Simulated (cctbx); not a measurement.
## Diagnosing a refinement

Cell a = 11.6614 Å, b = 6.8280 Å, c = 6.8530 Å, α = 90.00°, β = 125.48°, γ = 90.00°; space group C2/m (no. 12).

Simulated single-crystal data (cctbx): synchrotron X-rays, λ = 0.6889 Å, to d = 0.8 Å, 50 % of the full sphere, strongest reflection 40000 counts, noise from counting, a 1.5 % proportional error and a noise floor of 8 counts (s.d.); no absorption, and some extinction, which the refinements don't model.

An anisotropic refinement with weights 1/σ² prints:

```text
Rint 0.011, 61 unique reflections to 1.61 A
cycle     R1     wR2    GooF  max shift (A)
   1  0.0109  0.0236   1.813   0.01102
   2  0.0055  0.0118   0.905   0.00009
final R1 0.0055 wR2 0.0118 GooF 0.905  parameters 29  data/parameter 2.1
atom        x        y        z      Ueq    occ   su(xyz)  su(Uiso or U11)
Bi1    0.00000  0.50000  0.00000   0.0097  1.000  0.00000  0.0012
Ba1    0.74524  0.50000  0.25897   0.0106  1.000  0.00012  0.0013
Sc1    0.00000  0.00000  0.50000   0.0235  1.000  0.00000  0.0052
S1     0.95965  0.73983  0.72585   0.0150  1.000  0.00038  0.0018
O1     0.74080  0.00000  0.16496   0.0116  1.000  0.00161  0.0085
difference map: max 0.12 min -0.09 rms 0.03
Q1    0.2330  0.5000  0.3788    4    0.12  1.52 A from O1
Q2    0.2106  0.5000  0.0088    4    0.10  0.91 A from O1
Q3    0.0334  0.5000  0.2612    4    0.08  1.60 A from Bi1
Q4    0.0000  0.0000  0.0000    2    0.08  2.33 A from Ba1
Q5    0.2333  0.0000  0.8889    4    0.07  0.60 A from O1
Q6    0.1110  0.1645  0.9674    8    0.06  1.70 A from S1
```

**Question.** Can this result stand? If not, what is the likely fault?

Mend it. The fault: data cut at low resolution. Against the right model at the same level, R1 goes from 0.0106 to 0.0055 and GooF from 1.04 to 0.91. The atoms are right, but there are too few data for the parameters: R1 flatters and the s.u.s grow. Data per parameter fall from 15.2 to 2.1.

The compound is Ba2ScBiS4O2. The right model at the same level gives:

```text
Rint 0.014, 441 unique reflections to 0.80 A
cycle     R1     wR2    GooF  max shift (A)
   1  0.0107  0.0222   1.063   0.00062
   2  0.0106  0.0217   1.042   0.00000
final R1 0.0106 wR2 0.0217 GooF 1.042  parameters 29  data/parameter 15.2
atom        x        y        z      Ueq    occ   su(xyz)  su(Uiso or U11)
Bi1    0.00000  0.50000  0.00000   0.0082  1.000  0.00000  0.0001
Ba1    0.74530  0.50000  0.25884   0.0080  1.000  0.00004  0.0001
Sc1    0.00000  0.00000  0.50000   0.0129  1.000  0.00000  0.0005
S1     0.96014  0.73995  0.72600   0.0131  1.000  0.00013  0.0003
O1     0.73971  0.00000  0.16426   0.0145  1.000  0.00058  0.0016
difference map: max 0.46 min -0.44 rms 0.12
Q1    0.2290  0.0865  0.5468    8    0.46  1.89 A from O1
Q2    0.2328  0.5000  0.0315    4    0.46  0.87 A from O1
Q3    0.2339  0.3518  0.6516    8    0.44  1.13 A from Ba1
Q4    0.2102  0.2861  0.1917    8    0.43  1.54 A from O1
Q5    0.1040  0.0000  0.0108    4    0.43  1.53 A from Ba1
Q6    0.0844  0.0000  0.7698    4    0.42  1.51 A from Sc1
```

The model was made for the exercise: a known structure type with other elements put in, its volume estimated, not relaxed; displacement parameters are assumed.

[Middle refinement cycles are left out of these outputs.]

[Logs are printed without paths, hosts, clocks, repeated set-up lines and the standing remarks that a program may print on its own settings, such as how far it seeks lower states.]
